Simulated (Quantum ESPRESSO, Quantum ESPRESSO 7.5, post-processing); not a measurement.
## Ge(111), F on both faces, 5 bilayers against a metal electrode, stepped through the charge of the slab

Wanted: a table for Ge(111), F on both faces, 5 bilayers against a metal electrode against the charge of the slab, and what can be fitted to it.

Program: Quantum ESPRESSO 7.5. Level of theory: plane-wave DFT, PBE, GBRV ultrasoft pseudopotentials. Results are calculated unless marked as measured.

This is a report of a sequence of runs, with most program output left out.

## Step 1: The starting structure

Symmetry: Fd-3m, No. 227, cubic system. The conventional cell has a = 5.760 Å, b = 5.760 Å, c = 5.760 Å, α = 90.00°, β = 90.00°, γ = 90.00°. Nearest to Ge lie 4 Ge at 2.49 Å.

As a file:

```cif
data_structure
_symmetry_space_group_name_H-M 'Fd-3m:1'
_symmetry_Int_Tables_number 227
_cell_length_a 5.7600
_cell_length_b 5.7600
_cell_length_c 5.7600
_cell_angle_alpha 90.000
_cell_angle_beta 90.000
_cell_angle_gamma 90.000
_cell_volume 191.10
loop_
_atom_site_label
_atom_site_type_symbol
_atom_site_symmetry_multiplicity
_atom_site_Wyckoff_symbol
_atom_site_fract_x
_atom_site_fract_y
_atom_site_fract_z
_atom_site_occupancy
Ge1 Ge 8 a 0.00000 0.00000 0.00000 1
```

Set-up: The slab is relaxed neutral, then held. ESM with bc3: vacuum below and a metal electrode about 6 Å above the top atoms. Fermi-Dirac smearing of 0.004 Ry and a dense mesh. Charges are set per cell from the starting area. The slabs take the lattice constants of the bulk relaxed by the same program.

Members 2, 3, 4.5, 6, 7 and 8 took the same steps and show in the table alone.

## Step 2: Relaxing cell and ions of the reference

The bulk crystal is relaxed in cell and atoms; the members are built on its lattice constants.

Contents of ref.vc.in:

```
&control
  prefix = 'ref.vc'
  outdir = './out'
  pseudo_dir = './pseudo'
  nstep = 40
  forc_conv_thr = 0.0003
  calculation = 'vc-relax'
/
&system
  ibrav = 0
  nat = 6
  ntyp = 1
  ecutwfc = 50
  ecutrho = 250
  occupations = 'smearing'
  smearing = 'fd'
  degauss = 0.002
/
&electrons
  conv_thr = 1e-09
  mixing_beta = 0.4
  electron_maxstep = 120
/
&ions
/
&cell
  press_conv_thr = 0.3
/
ATOMIC_SPECIES
  Ge  72.6300  ge_pbe_v1.4.uspp.F.UPF
CELL_PARAMETERS angstrom
  4.07293505963451 0.00000000000000 0.00000000000000
  -2.03646752981726 3.52726522960778 0.00000000000000
  0.00000000000000 0.00000000000000 9.97661265159673
ATOMIC_POSITIONS crystal
  Ge  0.000000000000 0.000000000000 0.000000000000
  Ge  0.333333333333 0.666666666667 0.083333333333
  Ge  0.333333333333 0.666666666667 0.333333333333
  Ge  0.666666666667 0.333333333333 0.416666666667
  Ge  0.666666666667 0.333333333333 0.666666666667
  Ge  0.000000000000 0.000000000000 0.750000000000
K_POINTS automatic
  6 6 3 0 0 0
```

Launch:

```bash
> OMP_NUM_THREADS=1 mpirun -n 4 pw.x -nk 4 -in ref.vc.in > ref.vc.out
```

Elapsed: 3.2 min, on 4 MPI ranks of Arm Neoverse V2, shared host; peak memory 0.61 GiB; 13 min of CPU time.

Step by step:

```tsv
step	energy less that of the first step (eV)	largest force (eV/Å)	volume (Å³)
1	0.0000	0.0261	143.33
2	-0.0002	0.0217	143.30
3	-0.0004	0.0197	143.27
4	-0.0006	0.0148	143.23
5	-0.0008	0.0072	143.21
6	-0.0010	0.0060	143.20
7	-0.0010	0.0021	143.22
8	-0.0010	0.0007	143.26
9	-0.0009	0.0007	143.26
```

```tsv
cell as run	before	after	change
a (Å)	4.073	4.080	+0.2 %
b (Å)	4.073	4.080	+0.2 %
c (Å)	9.977	9.937	-0.4 %
volume (Å³/atom)	23.89	23.88	-0.0 %
```

The relaxed structure:

```cif
data_structure
_symmetry_space_group_name_H-M 'P 1'
_symmetry_Int_Tables_number 1
_cell_length_a 4.0800
_cell_length_b 4.0800
_cell_length_c 9.9375
_cell_angle_alpha 90.000
_cell_angle_beta 90.000
_cell_angle_gamma 120.000
_cell_volume 143.26
loop_
_atom_site_label
_atom_site_type_symbol
_atom_site_fract_x
_atom_site_fract_y
_atom_site_fract_z
_atom_site_occupancy
Ge1 Ge 0.00000 0.00000 0.00047 1
Ge2 Ge 0.33333 0.66667 0.08287 1
Ge3 Ge 0.33333 0.66667 0.33380 1
Ge4 Ge 0.66667 0.33333 0.41620 1
Ge5 Ge 0.66667 0.33333 0.66713 1
Ge6 Ge 0.00000 0.00000 0.74954 1
```

 The last row is no step: it is a fresh SCF in the final cell with a new plane-wave basis, +0 meV from the row before.

Read from the output:

- free energy: -17441.1591 eV
- energy at zero smearing: -17441.1584 eV
- Fermi energy: 7.765 eV

## Step 3: Relaxing the ions of the reference

What the set-up leaves free in this member is relaxed.

System of this step: Ge(111), F on both faces, 5 bilayers. The cell holds 12 atoms: 2 F and 10 Ge. Its edges and angles: a = 4.080 Å, b = 4.080 Å, c = 32.545 Å, α = 90.0°, β = 90.0°, γ = 120.0°. It derives from Ge. Vacuum lies along c.

Contents of ref.relax.in:

```
&control
  prefix = 'ref.relax'
  outdir = './out'
  pseudo_dir = './pseudo'
  nstep = 40
  forc_conv_thr = 0.001
  calculation = 'relax'
/
&system
  ibrav = 0
  nat = 12
  ntyp = 2
  ecutwfc = 40
  ecutrho = 200
  occupations = 'smearing'
  smearing = 'fd'
  degauss = 0.004
/
&electrons
  conv_thr = 1e-08
  mixing_beta = 0.4
  electron_maxstep = 120
  mixing_mode = 'local-TF'
/
&ions
/
ATOMIC_SPECIES
  F   18.9984  f_pbe_v1.4.uspp.F.UPF
  Ge  72.6300  ge_pbe_v1.4.uspp.F.UPF
CELL_PARAMETERS angstrom
  4.07998114100000 0.00000000000000 0.00000000000000
  -2.03999057050000 3.53336731480035 0.00000000000000
  0.00000000000000 0.00000000000000 32.54542436779454
ATOMIC_POSITIONS crystal
  F   0.000000000000 0.000000000000 0.229543576909
  Ge  0.000000000000 0.000000000000 0.283715861060
  Ge  0.333333333300 0.666666666700 0.309161053876
  Ge  0.333333333300 0.666666666700 0.385496632326
  Ge  0.666666666700 0.333333333300 0.410941825142
  Ge  0.666666666700 0.333333333300 0.487277403592
  Ge  0.000000000000 0.000000000000 0.512722596408
  Ge  0.000000000000 0.000000000000 0.589058174858
  Ge  0.333333333300 0.666666666700 0.614503367674
  Ge  0.333333333300 0.666666666700 0.690838946124
  Ge  0.666666666700 0.333333333300 0.716284138940
  F   0.666666666700 0.333333333300 0.770456423091
K_POINTS automatic
  12 12 1 0 0 0
```

Launch:

```bash
> OMP_NUM_THREADS=1 mpirun -n 4 pw.x -nk 4 -in ref.relax.in > ref.relax.out
```

Wall time 30 min (4 MPI ranks); peak memory 1.6 GiB; 2 h of CPU time.

Relaxation path:

```tsv
step	energy less that of the first step (eV)	largest force (eV/Å)
1	0.0000	0.4431
2	-0.0110	0.3130
3	-0.0194	0.1920
4	-0.0271	0.1249
5	-0.0292	0.1074
6	-0.0304	0.0863
7	-0.0315	0.0618
8	-0.0320	0.0385
9	-0.0322	0.0365
10	-0.0324	0.0231
```

The atoms that moved most (Å):

```tsv
atom	dx	dy	dz	length
Ge11	0.000	0.000	-0.036	0.036
Ge2	0.000	0.000	0.036	0.036
Ge10	0.000	0.000	0.036	0.036
Ge3	0.000	0.000	-0.036	0.036
F1	0.000	0.000	0.036	0.036
F12	0.000	0.000	-0.036	0.036
Ge4	0.000	0.000	-0.026	0.026
Ge9	0.000	0.000	0.026	0.026
```

The relaxation lowers the energy by 3 meV an atom.

Read from the output:

```
free energy             : -30392.6956 eV
energy at zero smearing : -30392.6942 eV
Fermi energy            : 0.8803 eV
```

## Step 4: Self-consistent run, 0 ×10¹³ e/cm²

A run under open boundaries on these atoms gives the vacuum levels.

Contents of m2.esm.in:

```
&control
  prefix = 'm2.esm'
  outdir = './out'
  pseudo_dir = './pseudo'
  calculation = 'scf'
  tprnfor = .true.
/
&system
  ibrav = 0
  nat = 12
  ntyp = 2
  ecutwfc = 40
  ecutrho = 200
  occupations = 'smearing'
  smearing = 'fd'
  degauss = 0.004
  assume_isolated = 'esm'
  esm_bc = 'bc3'
  tot_charge = 0.0
/
&electrons
  conv_thr = 1e-08
  mixing_beta = 0.4
  electron_maxstep = 120
  mixing_mode = 'plain'
/
ATOMIC_SPECIES
  F   18.9984  f_pbe_v1.4.uspp.F.UPF
  Ge  72.6300  ge_pbe_v1.4.uspp.F.UPF
CELL_PARAMETERS angstrom
  4.07998114100000 0.00000000000000 0.00000000000000
  -2.03999057050000 3.53336731480035 0.00000000000000
  0.00000000000000 0.00000000000000 32.54542436779454
ATOMIC_POSITIONS crystal
  F   0.000000000000 0.000000000000 -0.223272619989
  Ge  0.000000000000 0.000000000000 -0.169080306089
  Ge  0.333333333300 0.666666666700 -0.145853997889
  Ge  0.333333333300 0.666666666700 -0.069199571689
  Ge  0.666666666700 0.333333333300 -0.043398630389
  Ge  0.666666666700 0.333333333300 0.033286927311
  Ge  0.000000000000 0.000000000000 0.058891929111
  Ge  0.000000000000 0.000000000000 0.135577486811
  Ge  0.333333333300 0.666666666700 0.161378428111
  Ge  0.333333333300 0.666666666700 0.238032854311
  Ge  0.666666666700 0.333333333300 0.261259162511
  F   0.666666666700 0.333333333300 0.315451476411
K_POINTS automatic
  18 18 1 0 0 0
```

Launch:

```bash
> OMP_NUM_THREADS=1 mpirun -n 4 pw.x -nk 4 -in m2.esm.in > m2.esm.out
```

Run time: 13 min. Hardware: 4 MPI ranks; peak memory 1.9 GiB; 52 min of CPU time.

Read from the output:

```
Fermi energy                                                   : -7.033 eV
vacuum line at the lower end of the cell, over the Fermi level : 7.035 eV
slope of the potential above                                   : -1.06e-5 eV/Å
vacuum line at the upper end of the cell, over the Fermi level : 7.033 eV
```

Electrostatic potential energy of an electron; zero at the Fermi level. Potential energy, planar mean against z:

z (Å), potential energy, planar mean (eV) and a bar from the least value:
```
      -16        7.0 ##############################
      -15        7.0 ##############################
      -14        7.0 ##############################
      -13        7.0 ##############################
      -12        7.0 ##############################
      -11        7.0 ##############################
      -10        7.0 ##############################
       -9        7.0 ##############################
       -8        6.4 #############################
       -7        1.6 #####################
       -6       -3.5 ############
       -5      -10.0 
       -4       -0.5 #################
       -3       -0.5 #################
       -2       -9.3 #
       -1       -4.2 ##########
        0        1.8 #####################
        1       -6.8 ######
        2       -6.8 ######
        3        1.8 #####################
        4       -4.2 ##########
        5       -9.3 #
        6       -0.4 #################
        7       -0.5 #################
        8      -10.1 
        9       -3.5 ############
       10        1.6 ####################
       11        6.4 #############################
       12        7.0 ##############################
       13        7.0 ##############################
       14        7.0 ##############################
       15        7.0 ##############################
       16        7.0 ##############################
```

Inside the slab this potential holds the local part of the pseudopotentials, which can be repulsive at the nuclei; only its value in the vacuum has a meaning of its own.

## Step 5: SCF with pw.x, 1 ×10¹³ e/cm²

m3.esm.in, as its differences from the input of step 4:

```diff
@@ -1,3 +1,3 @@
 &control
-  prefix = 'm2.esm'
+  prefix = 'm3.esm'
   outdir = './out'
@@ -18,3 +18,3 @@
   esm_bc = 'bc3'
-  tot_charge = 0.0
+  tot_charge = 0.01437
 /
@@ -25,2 +25,3 @@
   mixing_mode = 'plain'
+  startingpot = 'file'
 /
```

Launch:

```bash
> cp -r out/m2.esm.save out/m3.esm.save
> OMP_NUM_THREADS=1 mpirun -n 4 pw.x -nk 4 -in m3.esm.in > m3.esm.out
```

The job ended after 17 min (4 MPI ranks; peak memory 1.9 GiB; 67 min of CPU time).

Numbers from this step:

```
Fermi energy                                                   : -8.268 eV
vacuum line at the lower end of the cell, over the Fermi level : 7.079 eV
slope of the potential above                                   : 0.1803 eV/Å
vacuum line at the upper end of the cell, over the Fermi level : 8.268 eV
```

Inside the slab this potential holds the local part of the pseudopotentials, which can be repulsive at the nuclei; only its value in the vacuum has a meaning of its own.

## Step 6: SCF with pw.x, -1.5 ×10¹³ e/cm²

m1.esm.in, as its differences from the input of step 5:

```diff
@@ -1,3 +1,3 @@
 &control
-  prefix = 'm3.esm'
+  prefix = 'm1.esm'
   outdir = './out'
@@ -18,3 +18,3 @@
   esm_bc = 'bc3'
-  tot_charge = 0.01437
+  tot_charge = -0.02155
 /
```

Launch:

```bash
> cp -r out/m2.esm.save out/m1.esm.save
> OMP_NUM_THREADS=1 mpirun -n 4 pw.x -nk 4 -in m1.esm.in > m1.esm.out
```

Elapsed: 17 min, on 4 MPI ranks; peak memory 1.9 GiB.

This step gave:

| Property | Result |
| --- | --- |
| Fermi energy | -5.035 eV |
| vacuum line at the lower end of the cell, over the Fermi level | 6.830 eV |
| slope of the potential above | -0.2704 eV/Å |
| vacuum line at the upper end of the cell, over the Fermi level | 5.035 eV |

Inside the slab this potential holds the local part of the pseudopotentials, which can be repulsive at the nuclei; only its value in the vacuum has a meaning of its own.

## Step 7: Self-consistent run, -3 ×10¹³ e/cm²

m0.esm.in, as its differences from the input of step 6:

```diff
@@ -1,3 +1,3 @@
 &control
-  prefix = 'm1.esm'
+  prefix = 'm0.esm'
   outdir = './out'
@@ -18,3 +18,3 @@
   esm_bc = 'bc3'
-  tot_charge = -0.02155
+  tot_charge = -0.0431
 /
```

Launch:

```bash
> cp -r out/m1.esm.save out/m0.esm.save
> OMP_NUM_THREADS=1 mpirun -n 4 pw.x -nk 4 -in m0.esm.in > m0.esm.out
```

Wall time 18 min (4 MPI ranks); peak memory 1.9 GiB.

Numbers from this step:

* Fermi energy: -3.189 eV
* vacuum line at the lower end of the cell, over the Fermi level: 6.766 eV
* slope of the potential above: -0.5408 eV/Å
* vacuum line at the upper end of the cell, over the Fermi level: 3.189 eV

Inside the slab this potential holds the local part of the pseudopotentials, which can be repulsive at the nuclei; only its value in the vacuum has a meaning of its own.

## Step 8: The series side by side

The series in one table:

```tsv
the charge of the slab (positive: electrons removed)	electrode's level over the Fermi level (eV)	far face's level over the Fermi level (eV)	field in the gap (eV/Å)
-3 ×10¹³ e/cm²	3.189	6.766	-0.5408
-1.5 ×10¹³ e/cm²	5.035	6.83	-0.2704
0 ×10¹³ e/cm²	7.033	7.035	-1.056e-05
1 ×10¹³ e/cm²	8.268	7.079	0.1803
2 ×10¹³ e/cm²	9.477	7.113	0.3605
3 ×10¹³ e/cm²	10.67	7.135	0.5408
4.5 ×10¹³ e/cm²	12.46	7.165	0.8113
6 ×10¹³ e/cm²	14.22	7.182	1.082
7 ×10¹³ e/cm²	15.39	7.196	1.262
8 ×10¹³ e/cm²	16.56	7.203	1.442
```

## Step 9: The arithmetic

Last interval: C = Δσ/ΔV = 0.00100 e/Å² / 1.170 V × 1602 = 1.36 µF/cm².

## Step 10: Outcome

| Item | Value |
| --- | --- |
| mean capacitance at positive charge | 1.34 μF/cm² |
| effective gap ε₀/C | 6.61 Å |
| top atoms to electrode | 6.01 Å |

What this shows: The series holds 10 members; mean capacitance at positive charge: 1.34 μF/cm²; effective gap ε₀/C: 6.61 Å; top atoms to electrode: 6.01 Å (PBE, GBRV ultrasoft). Interval by interval C lies between 1.20 and 1.36 µF/cm², least between -1.5 and 0×10¹³ e/cm², where the slab has few states at the Fermi level. The far face's level moves by 0.44 eV over the series, so the slab's own states take part of the voltage. Vacuum fills the gap; ions don't answer the charge; added electrons can spill towards the electrode at the most negative charges.

[Logs are printed without paths, hosts, clocks, repeated set-up lines and the standing remarks that a program may print on its own settings, such as how far it seeks lower states.]

[Hosts, paths, dates, database ids (printed as entryN), source tags and the programs' standing remarks are cut or masked in the printed files.]

[Maps of the electrostatic potential energy from Ansatz leave out the sawtooth potential of an applied field or a dipole correction, so their vacuum need not be flat; planar profiles and work functions include it.]
